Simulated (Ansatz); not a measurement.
**Work function of Rh(100): what the settings cost and change**

How far do cutoff, k-mesh and smearing move the work function of Rh(100)?

Calculated with Ansatz 0.2.0; plane-wave DFT, PBE, Ansatz PAW.

Experimental background.

“Anisotropic work function of elemental crystals” (2019, arxiv:1902.07811) quotes from earlier work for Rh (clean (100) face, a compiled value): work function (clean (100) face, a compiled value) 5.3 eV.

## 1. The starting structure

The cell holds 7 atoms: 7 Rh. Its edges and angles: a = 2.687 Å, b = 2.687 Å, c = 29.400 Å, α = 90.0°, β = 90.0°, γ = 90.0°. Vacuum lies along c.

Structure file:

```cif
data_structure
_symmetry_space_group_name_H-M 'P 1'
_symmetry_Int_Tables_number 1
_cell_length_a 2.6870
_cell_length_b 2.6870
_cell_length_c 29.4000
_cell_angle_alpha 90.000
_cell_angle_beta 90.000
_cell_angle_gamma 90.000
_cell_volume 212.27
loop_
_atom_site_label
_atom_site_type_symbol
_atom_site_fract_x
_atom_site_fract_y
_atom_site_fract_z
_atom_site_occupancy
Rh1 Rh 0.00000 0.00000 0.30612 1
Rh2 Rh 0.50000 0.50000 0.37075 1
Rh3 Rh 0.00000 0.00000 0.43537 1
Rh4 Rh 0.50000 0.50000 0.50000 1
Rh5 Rh 0.00000 0.00000 0.56463 1
Rh6 Rh 0.50000 0.50000 0.62925 1
Rh7 Rh 0.00000 0.00000 0.69388 1
```

## 2. Slab, setting cutoff 200 eV

A work function rests on the faint tail of the density, so the SCF threshold is tight. The cutoff is raised first; then mesh and smearing are varied at the default cutoff.

The input, input.yaml:

```yaml
crystal:
  lattice:
    - [2.6870057685, 0.0, 0.0]
    - [0.0, 2.6870057685, 0.0]
    - [0.0, 0.0, 29.4]
  atoms:
    - { symbol: Rh, position: [0.0, 0.0, 0.306122449] }
    - { symbol: Rh, position: [0.5, 0.5, 0.3707482993] }
    - { symbol: Rh, position: [0.0, 0.0, 0.4353741497] }
    - { symbol: Rh, position: [0.5, 0.5, 0.5] }
    - { symbol: Rh, position: [0.0, 0.0, 0.5646258503] }
    - { symbol: Rh, position: [0.5, 0.5, 0.6292517007] }
    - { symbol: Rh, position: [0.0, 0.0, 0.693877551] }
kpoints:
  mp_grid: { grid: [15, 15, 1] }
hamiltonian:
  xc: pbe
scf:
  occupations: { method: fermi_dirac, width: 0.1 }
  convergence: { dr2_threshold: 1.0e-09 }
efield:
  axis: 3
  dipole_correction: true
  ramp_position: 0.97
  ramp_width: 0.06
basis:
  ecutwfc: "200 eV"
output:
  write_potential: true
  write_density: true
  volumetric_format: npy
  elf: true
```

On the command line:

```bash
$ ansatz run input.yaml --threads 2 --pin off --max-ram 3072MiB --backend cpu --events-out ev --progress --plain --runs-dir out
```

Numbers of over 12 decimals in the logs are rounded to 6 here.

The log of the run:

```text
Warning: basis.ecutwfc = 200 eV is below the records' recommended 420 eV, and the density's cutoff is lower with it unless basis.ecutrho_ratio is high enough to keep the records' density cutoff: compare with a run at a higher cutoff
Engine: ansatz 0.2.0, aarch64-unknown-linux-gnu
Pseudopotentials: kind: paw
Pseudopotential: Rh, paw, valence charge 17, recommended cutoff 420 eV (normal), Rh.paw.azcp
Functional definition: PBE
  parameter kappa = 0.804
  parameter beta = 0.066725
  exchange = pbe_x(kappa = kappa, mu = beta*pi^2/3)
  correlation = pbe_c(beta = beta)
Crystal: 7 atoms, lattice volume = 212.268 Å³
Basis set: ecut = 200 eV, 1327 PW (Γ)
Bands: 72, of which v1, the nominal top of the filled ones, is band 60 counted from 1 (59 counted from 0)
Symmetry: 8 space group operations
k-points: 36 of 225
Non-local potential: Rh, projectors of the file, l = 0: 3, l = 1: 2, l = 2: 2, l = 3: 1
PAW form: soft (Blöchl's): semilocal exchange-correlation on the pseudo side does not see the compensation charge
PAW one-centre angular grid: Rh, 590 points (default); XC on 64 Gauss nodes
Initial density: superposition of atomic densities (neutral atoms: chi_scale 0, normalization atom), corrected by the library's trained network
Initial wavefunctions: pseudopotential atomic-orbital guess
Functional: x = pbe(κ = 0.804, μ = 0.219515), c = pbe(β = 0.066725)
SCF iter   1: F=—  HF=-44748.799049 eV  |F-HF|=—  |Δ(HF+E_count)|=         —  Δρ=1.30e-1  dr2=2.04e1  ethr=1.77e-3  p=0.000 e·Å  D=2.22e-13 V/Å  ΔV_dip=-0.00 eV  dr2_dipole=2.18e-8  V_vac-E_F(+/−)=3.89/3.89 eV  ⟨swp⟩=7.3  Hψ=10688  notcnv=0  defer=19
efield: sawtooth ramp at fractional position 0.9700 (set: `efield.ramp_position`, or a place that a band, a saddle search or an elastic batch's reference lends), width 0.0600; the density the first Hamiltonian is built on has a dipole p = 0.000 e·Å; the dipole correction subtracts the counter field D = 2.22e-13 V/Å, which shifts the + side's vacuum level by -0.00 eV against the − side's; the planar-averaged density in the ramp window peaks in size at 6.4e-6 e/Å³
preconditioner: auto → LDOS  [metal: Δε(μ)=0.012 eV  Ē_g=5.597 eV  σ=0.100 eV  W_gap=0.03  n_scr=50 (ndim 8)  ℏωp=20.2 eV  f_vac=0.503  D(μ)=10.09/eV (n_scr^D=94)  β→1.0]
SCF iter   2: F=—  HF=-44748.407879 eV  |F-HF|=—  |Δ(HF+E_count)|=   3.91e-1  Δρ=1.04e-1  dr2=2.08e1  ethr=1.77e-3  p=-0.000 e·Å  D=-1.17e-4 V/Å  ΔV_dip=0.00 eV  dr2_dipole=5.61e-8  V_vac-E_F(+/−)=5.84/5.84 eV  ⟨swp⟩=3.1  Hψ=7106  notcnv=0  defer=31
SCF iter   3: F=—  HF=-44741.909468 eV  |F-HF|=—  |Δ(HF+E_count)|=    6.50e0  Δρ=9.95e-3  dr2=4.35e-1  ethr=1.77e-3  p=0.000 e·Å  D=6.52e-6 V/Å  ΔV_dip=-0.00 eV  dr2_dipole=3.70e-7  V_vac-E_F(+/−)=5.72/5.72 eV  ⟨swp⟩=3.0  Hψ=6670  notcnv=0  defer=51
SCF iter   4: F=—  HF=-44741.874404 eV  |F-HF|=—  |Δ(HF+E_count)|=   3.51e-2  Δρ=3.56e-3  dr2=4.81e-2  ethr=3.66e-4  p=-0.000 e·Å  D=-7.10e-6 V/Å  ΔV_dip=0.00 eV  dr2_dipole=4.88e-8  V_vac-E_F(+/−)=5.62/5.63 eV  ⟨swp⟩=2.3  Hψ=4178  notcnv=0  defer=49
SCF iter   5: F=—  HF=-44741.870213 eV  |F-HF|=—  |Δ(HF+E_count)|=   4.19e-3  Δρ=1.28e-3  dr2=1.27e-2  ethr=4.04e-5  p=0.000 e·Å  D=3.29e-6 V/Å  ΔV_dip=-0.00 eV  dr2_dipole=5.94e-8  V_vac-E_F(+/−)=5.73/5.74 eV  ⟨swp⟩=2.4  Hψ=4096  notcnv=0  defer=49
SCF iter   6: F=—  HF=-44741.868357 eV  |F-HF|=—  |Δ(HF+E_count)|=   1.86e-3  Δρ=4.06e-4  dr2=2.82e-3  ethr=1.07e-5  p=-0.000 e·Å  D=-5.26e-7 V/Å  ΔV_dip=0.00 eV  dr2_dipole=6.13e-10  V_vac-E_F(+/−)=5.73/5.74 eV  ⟨swp⟩=2.0  Hψ=3766  notcnv=0  defer=49
SCF iter   7: F=—  HF=-44741.868260 eV  |F-HF|=—  |Δ(HF+E_count)|=   9.75e-5  Δρ=1.19e-4  dr2=1.19e-4  ethr=2.37e-6  p=0.000 e·Å  D=7.08e-7 V/Å  ΔV_dip=-0.00 eV  dr2_dipole=8.49e-10  V_vac-E_F(+/−)=5.73/5.73 eV  ⟨swp⟩=2.0  Hψ=3016  notcnv=0  defer=49
SCF iter   8: F=—  HF=-44741.868329 eV  |F-HF|=—  |Δ(HF+E_count)|=   6.93e-5  Δρ=4.90e-5  dr2=1.13e-5  ethr=9.98e-8  p=-0.000 e·Å  D=-1.02e-7 V/Å  ΔV_dip=0.00 eV  dr2_dipole=1.03e-9  V_vac-E_F(+/−)=5.73/5.73 eV  ⟨swp⟩=2.8  Hψ=4910  notcnv=0  defer=49
SCF iter   9: F=—  HF=-44741.868332 eV  |F-HF|=—  |Δ(HF+E_count)|=   3.40e-6  Δρ=1.04e-5  dr2=4.91e-7  ethr=9.49e-9  p=-0.000 e·Å  D=-1.97e-7 V/Å  ΔV_dip=0.00 eV  dr2_dipole=1.01e-9  V_vac-E_F(+/−)=5.73/5.74 eV  ⟨swp⟩=2.1  Hψ=3763  notcnv=0  defer=49
SCF iter  10: F=—  HF=-44741.868335 eV  |F-HF|=—  |Δ(HF+E_count)|=   2.67e-6  Δρ=4.16e-6  dr2=5.50e-8  ethr=4.12e-10  p=-0.000 e·Å  D=-1.78e-8 V/Å  ΔV_dip=0.00 eV  dr2_dipole=2.37e-11  V_vac-E_F(+/−)=5.73/5.74 eV  ⟨swp⟩=2.1  Hψ=4221  notcnv=0  defer=48
SCF iter  11: F=—  HF=-44741.868335 eV  |F-HF|=—  |Δ(HF+E_count)|=   5.89e-9  Δρ=9.11e-7  dr2=3.78e-9  ethr=4.62e-11  p=-0.000 e·Å  D=-1.62e-7 V/Å  ΔV_dip=0.00 eV  dr2_dipole=1.28e-11  V_vac-E_F(+/−)=5.73/5.74 eV  ⟨swp⟩=2.4  Hψ=4837  notcnv=0  defer=48
SCF iter  12: F=-44741.868335 eV  HF=-44741.868335 eV  |F-HF|=7.28e-11  |Δ(HF+E_count)|=   1.19e-9  Δρ=2.55e-7  dr2=3.37e-10  ethr=1.00e-12  p=0.000 e·Å  D=5.49e-8 V/Å  ΔV_dip=-0.00 eV  dr2_dipole=2.53e-11  V_vac-E_F(+/−)=5.73/5.74 eV  ⟨swp⟩=9.6  Hψ=7209  notcnv=0
WARN: efield: at this solve's end the planar-averaged density reaches 1.28e-4 e/Å³ inside the ramp window [0.9360, 0.0640] (bound 1e-5 e/Å³); by the running means of the window's planes the mean density over a ramp is at most 1.22e-4 e/Å³, which is held to the bound (the quickstart, § The vacuum guard, A window that rings); the window's nearer edge stands 7.12 Å from this solve's nearest atom along the axis. Its work [...]
SCF 1 converged in 12 iterations: F = -44741.868335 eV  dr2 = 3.37e-10
  greatest PAW one-centre occupation: 1.054 electrons in one spin orbital (limit 2), on the Rh atom at site 0 (counted from 0), in its partial waves of l = 1
WARN: The output density's exchange-correlation potential varies sharply where the density is thin. Do not read a vacuum level from v_tot or v_xc, or from such a field of the output density. On a cell that repeats whose density bears no net charge and no dipole along the vacuum's axis use v_es (v_loc + v_h of the components); under efield.dipole_correction with no amplitude use v_es + v_field, which holds any externa [...]
SCF converged after 12 iterations
Free energy (F): -44741.868335 eV
Harris-Foulkes:  -44741.868335 eV  (|F-HF|=7.28e-11)
Internal energy: -44741.450327 eV  (E = F + TS)
E sigma→0 (E₀):  -44741.659331 eV
Entropy (-TS):   -0.418008 eV (-59.715 meV/atom)
Fermi energy:    7.053855 eV
Dipole field:    D = 0.000007 V/Å  (p = 0.000008 e·Å, saw-weighted, corrected)
Work function:   Φ+ = 5.7308 eV (in doubt: plateau slope 3.8e-2 eV/Å)   Φ− = 5.7367 eV (in doubt: plateau slope 3.4e-2 eV/Å)
Levels:          The Fermi level and band energies are counted from a zero that moves with the ramp; work functions are not
Vacuum region:   at the solve's end the planar-averaged density reaches 1.28e-4 e/Å³ inside the ramp window [0.9360, 0.0640] (bound 1e-5 e/Å³); by the running means of the window's planes the mean density over a ramp is at most 1.22e-4 e/Å³, which is held to the bound (the quickstart, § The vacuum guard, A window that rings)
--- Per-component energies (eV) ---
  E_band       = -2463.680225
  E_kinetic    = 4206.995760
  E_local      = -274150.987077  (includes V_loc(G=0)·N_el)
  E_nonlocal   = 2203.350608
  E_hartree    = 134525.107784
  E_xc         = -1590.518063
  E_vxc        = -1998.694173  (∫ρ·V_xc dr)
  E_paw        = -25002.866034  (= ΣΔE_a)
  E_vpaw       = -1774.561427  (= ΣTr[D̂ρ^β])
  E_aug_tail   = 0.002194  (compensation charges beyond the density's cutoff)
  E_efield     = 0.000000  (sawtooth field / dipole correction)
  E_vefield    = 0.000000  (∫n·V_field dr)
  E_ewald      = 115067.464502
  E_smearing   = -0.418008  (= −TS)
  E_closure    = 0.000000  (closes the sum)
  Σ components = -44741.868335   (vs F -44741.868335, Δ=0.00e0)
--- Band table (eV; the first three rows and the last of 36) ---
  k-point 0: bands = [... 56 lower, 6.7597, 6.9467, 6.9467, 6.9490, 7.1041, 7.2985, 7.3536, 7.3536, ... 8 higher]
  k-point 1: bands = [... 56 lower, 6.7653, 6.7869, 6.8825, 6.9552, 7.0805, 7.2125, 7.2345, 7.2684, ... 8 higher]
  k-point 2: bands = [... 56 lower, 6.4163, 6.4710, 6.5610, 6.6478, 6.7185, 6.9985, 7.0881, 7.2926, ... 8 higher]
  k-point 35: bands = [... 56 lower, 7.5266, 7.6080, 7.6440, 7.7252, 7.7663, 8.0980, 8.1312, 11.3295, ... 8 higher]
```

Run time: 38 s. Hardware: 2 threads of Arm Neoverse N1, shared host; peak memory 0.44 GiB; 73 s of CPU time.

Numbers from this step:

* energy at zero smearing: -44741.6593 eV
* work function, upper face: 5.731 eV

Running mean over 1.9 Å of the planar mean; the ramp of the sawtooth is left out. Table of electron's electrostatic potential energy less the Fermi level by z:

```
z (Å)  electron's electrostatic potential energy less the Fermi level (eV)
    4                                                                 5.60
    5                                                                 5.50
    6                                                                 5.33
    7                                                                 4.56
    8                                                                -3.49
    9                                                                -12.3
   10                                                                -12.8
   11                                                                -13.0
   12                                                                -13.0
   13                                                                -13.1
   14                                                                -13.1
   15                                                                -13.1
   16                                                                -13.1
   17                                                                -13.0
   18                                                                -13.0
   19                                                                -12.9
   20                                                                -12.7
   21                                                                -8.75
   22                                                                 3.07
   23                                                                 5.18
   24                                                                 5.45
   25                                                                 5.57
   26                                                                 5.64
```

Electrostatic potential energy in the ca plane at fractional y = 0.000, with atoms of Rh within 0.2 Å of it. With pseudopotentials it is smooth inside the atoms' cores, unlike the true potential.

Ten even steps from '0' (-83 eV) to '9' (13 eV), each cell a mean:
```
27999996100489999840027999996200489999999999
58999998534799999963358999998534799999999999
89999999878899999987789999999878999999999999
99999999999999999999999999999999999999999999
99999999988999999998899999999988999999999999
78999998656899999976578999998756899999999999
37999997301589999851137999997301589999999999
16999996100389999830016999996100489999999999
```
Columns run along c (16.0 Å, from fractional 0.32 to 0.86 of the cell; values clipped at the 3rd and 97th percentile), rows up along a (2.7 Å). Atoms in or near the plane, at fractional coordinates: Rh at (0.44, 0.00), Rh at (0.56, 0.00), Rh at (0.69, 0.00).

Valence density in the ca plane at fractional y = 0.000, with atoms of Rh within 0.2 Å of it. It is the smooth field of the valence electrons, not physical close to the nuclei.

Ten even steps from '0' (0 e/Å³) to '9' (13 e/Å³), each cell a mean:
```
41000001486200000036841000001586200000000000
20000000232100000013320000000232100000000000
00000000000000000000000000000000000000000000
00000000000000000000000000000000000000000000
00000000000000000000000000000000000000000000
10000000121000000001210000000121000000000000
30000001364100000025530000001364100000000000
51000001597300000038951000001697300000000000
```
Columns run along c (16.0 Å, from fractional 0.32 to 0.86 of the cell), rows up along a (2.7 Å). Atoms in or near the plane, at fractional coordinates: Rh at (0.44, 0.00), Rh at (0.56, 0.00), Rh at (0.69, 0.00).

ELF in the ca plane at fractional y = 0.000, with atoms of Rh within 0.2 Å of it. It is the smooth field of the valence electrons, not physical close to the nuclei.

Ten even steps from '0' (0.00) to '9' (0.81), each cell a mean:
```
85221225899722112379984221225899731000000000
53332323677423333247752332323677421000000000
22333332243234334323322433332243211000000000
23333333222343333432223333333223320000000000
22333332232233333322223333332223221000000000
42333432465324334235642333332465311000000000
74232324788523222268873232324788631000000000
85211125999731111389985111126899741000000000
```
Columns run along c (16.0 Å, from fractional 0.32 to 0.86 of the cell), rows up along a (2.7 Å). Atoms in or near the plane, at fractional coordinates: Rh at (0.44, 0.00), Rh at (0.56, 0.00), Rh at (0.69, 0.00).

The work function is 5.731 eV. The program marks this work function as in doubt.

## 3. Slab

Edit input.yaml of step 2 so:

```diff
@@ -26,3 +26,3 @@
 basis:
-  ecutwfc: "200 eV"
+  ecutwfc: "300 eV"
 output:
@@ -31,2 +31 @@
   volumetric_format: npy
-  elf: true
```

The log of the run:

```text
[...]
Crystal: 7 atoms, lattice volume = 212.268 Å³
Basis set: ecut = 300 eV, 2519 PW (Γ)
Bands: 72, of which v1, the nominal top of the filled ones, is band 60 counted from 1 (59 counted from 0)
Symmetry: 8 space group operations
k-points: 36 of 225
[...]
k-point 0: bands = [... 56 lower, 6.6650, 6.9863, 7.1555, 7.1555, 7.3465, 7.7017, 7.8548, 7.8548, ... 8 higher]
  k-point 1: bands = [... 56 lower, 6.7348, 6.9068, 6.9666, 7.0451, 7.4679, 7.5060, 7.5287, 7.7501, ... 8 higher]
  k-point 2: bands = [... 56 lower, 6.5412, 6.6819, 6.7580, 6.9489, 7.0246, 7.3036, 7.5077, 7.7124, ... 8 higher]
  k-point 35: bands = [... 56 lower, 8.2021, 8.3034, 8.3181, 8.3209, 8.3266, 8.8123, 8.8363, 11.1583, ... 8 higher]
[key lines of the parts left out:]
SCF converged after 10 iterations
Free energy (F): -44817.090646 eV
Fermi energy:    7.389114 eV
Dipole field:    D = -0.000000 V/Å  (p = -0.000000 e·Å, saw-weighted, corrected)
Work function:   Φ+ = 5.0620 eV   Φ− = 5.0621 eV
```

Run time: 53 s. Hardware: 2 threads; peak memory 0.58 GiB; 1.7 min of CPU time.

The work function is 5.062 eV, -0.669 eV from the run “cutoff 200 eV”, at 1.4 times its CPU time.

## 4. Slab

Edit input.yaml of step 3 so:

```diff
@@ -26,3 +26,3 @@
 basis:
-  ecutwfc: "300 eV"
+  ecutwfc: "420 eV"
 output:
```

The log of the run:

```text
[...]
Crystal: 7 atoms, lattice volume = 212.268 Å³
Basis set: ecut = 420 eV, 4199 PW (Γ)
Bands: 72, of which v1, the nominal top of the filled ones, is band 60 counted from 1 (59 counted from 0)
Symmetry: 8 space group operations
k-points: 36 of 225
[...]
k-point 0: bands = [... 56 lower, 6.6866, 7.0067, 7.1566, 7.1566, 7.3593, 7.7007, 7.8574, 7.8574, ... 8 higher]
  k-point 1: bands = [... 56 lower, 6.7342, 6.9194, 6.9624, 7.0585, 7.4783, 7.5068, 7.5334, 7.7413, ... 8 higher]
  k-point 2: bands = [... 56 lower, 6.5424, 6.6810, 6.7684, 6.9625, 7.0270, 7.3117, 7.5176, 7.7202, ... 8 higher]
  k-point 35: bands = [... 56 lower, 8.2024, 8.3067, 8.3168, 8.3251, 8.3275, 8.8141, 8.8369, 11.1073, ... 8 higher]
[key lines of the parts left out:]
SCF converged after 10 iterations
Free energy (F): -44818.185381 eV
Fermi energy:    7.392774 eV
Dipole field:    D = -0.000000 V/Å  (p = -0.000000 e·Å, saw-weighted, corrected)
Work function:   Φ+ = 5.0549 eV   Φ− = 5.0549 eV
```

It took 90 s on 2 threads; peak memory 0.79 GiB; 2.9 min of CPU time.

The work function is 5.055 eV, -0.676 eV from the run “cutoff 200 eV”, at 2.4 times its CPU time.

## 5. Run

Edit input.yaml of step 4 so:

```diff
@@ -26,3 +26,3 @@
 basis:
-  ecutwfc: "420 eV"
+  ecutwfc: "600 eV"
 output:
```

The log of the run:

```text
[...]
Crystal: 7 atoms, lattice volume = 212.268 Å³
Basis set: ecut = 600 eV, 7093 PW (Γ)
Bands: 72, of which v1, the nominal top of the filled ones, is band 60 counted from 1 (59 counted from 0)
Symmetry: 8 space group operations
k-points: 36 of 225
[...]
k-point 0: bands = [... 56 lower, 6.6859, 7.0060, 7.1563, 7.1563, 7.3587, 7.7001, 7.8571, 7.8571, ... 8 higher]
  k-point 1: bands = [... 56 lower, 6.7339, 6.9189, 6.9619, 7.0580, 7.4776, 7.5065, 7.5330, 7.7409, ... 8 higher]
  k-point 2: bands = [... 56 lower, 6.5419, 6.6805, 6.7678, 6.9620, 7.0266, 7.3110, 7.5173, 7.7197, ... 8 higher]
  k-point 35: bands = [... 56 lower, 8.2021, 8.3065, 8.3165, 8.3249, 8.3271, 8.8141, 8.8370, 11.1060, ... 8 higher]
[key lines of the parts left out:]
SCF converged after 10 iterations
Free energy (F): -44818.202474 eV
Fermi energy:    7.392275 eV
Dipole field:    D = 0.000000 V/Å  (p = 0.000000 e·Å, saw-weighted, corrected)
Work function:   Φ+ = 5.0551 eV   Φ− = 5.0551 eV
```

Elapsed: 2.2 min, on 2 threads; peak memory 1.2 GiB; 4.3 min of CPU time.

The work function is 5.055 eV, +0.000 eV from the run “cutoff 420 eV”, at 1.5 times its CPU time.

## 6. Slab

Edit input.yaml of step 5 so:

```diff
@@ -14,3 +14,3 @@
 kpoints:
-  mp_grid: { grid: [15, 15, 1] }
+  mp_grid: { grid: [3, 3, 1] }
 hamiltonian:
@@ -25,4 +25,2 @@
   ramp_width: 0.06
-basis:
-  ecutwfc: "600 eV"
 output:
```

The log of the run:

```text
[...]
Crystal: 7 atoms, lattice volume = 212.268 Å³
Basis set: ecut = 420 eV, 4199 PW (Γ)
Bands: 72, of which v1, the nominal top of the filled ones, is band 60 counted from 1 (59 counted from 0)
Symmetry: 8 space group operations
k-points: 3 of 9
[...]
Work function:   Φ+ = 4.8299 eV   Φ− = 4.8299 eV
[...]
--- Band table (eV) ---
  k-point 0: bands = [... 56 lower, 6.8832, 7.2045, 7.2799, 7.2799, 7.5600, 7.9058, 7.9588, 7.9710, ... 8 higher]
  k-point 1: bands = [... 56 lower, 6.5460, 7.0547, 7.2369, 7.4882, 7.4942, 7.8108, 7.8157, 7.9273, ... 8 higher]
  k-point 2: bands = [... 56 lower, 7.2877, 7.2936, 7.3652, 7.5508, 7.5898, 7.9688, 8.0227, 8.3901, ... 8 higher]
[key lines of the parts left out:]
SCF converged after 12 iterations
Free energy (F): -44815.560225 eV
Fermi energy:    7.477652 eV
Dipole field:    D = 0.000000 V/Å  (p = 0.000000 e·Å, saw-weighted, corrected)
```

Run time: 8.5 s. Hardware: 2 threads; peak memory 0.42 GiB.

The work function is 4.830 eV, -0.225 eV from the run “cutoff 420 eV”, at 0.082 times its CPU time.

(Part 1 of 2 ends here.)

[Logs are printed without paths, hosts, clocks, repeated set-up lines and the standing remarks that a program may print on its own settings, such as how far it seeks lower states.]

[Hosts, paths, dates, database ids (printed as entryN), source tags and the programs' standing remarks are cut or masked in the printed files.]

[Maps of the electrostatic potential energy from Ansatz leave out the sawtooth potential of an applied field or a dipole correction, so their vacuum need not be flat; planar profiles and work functions include it.]
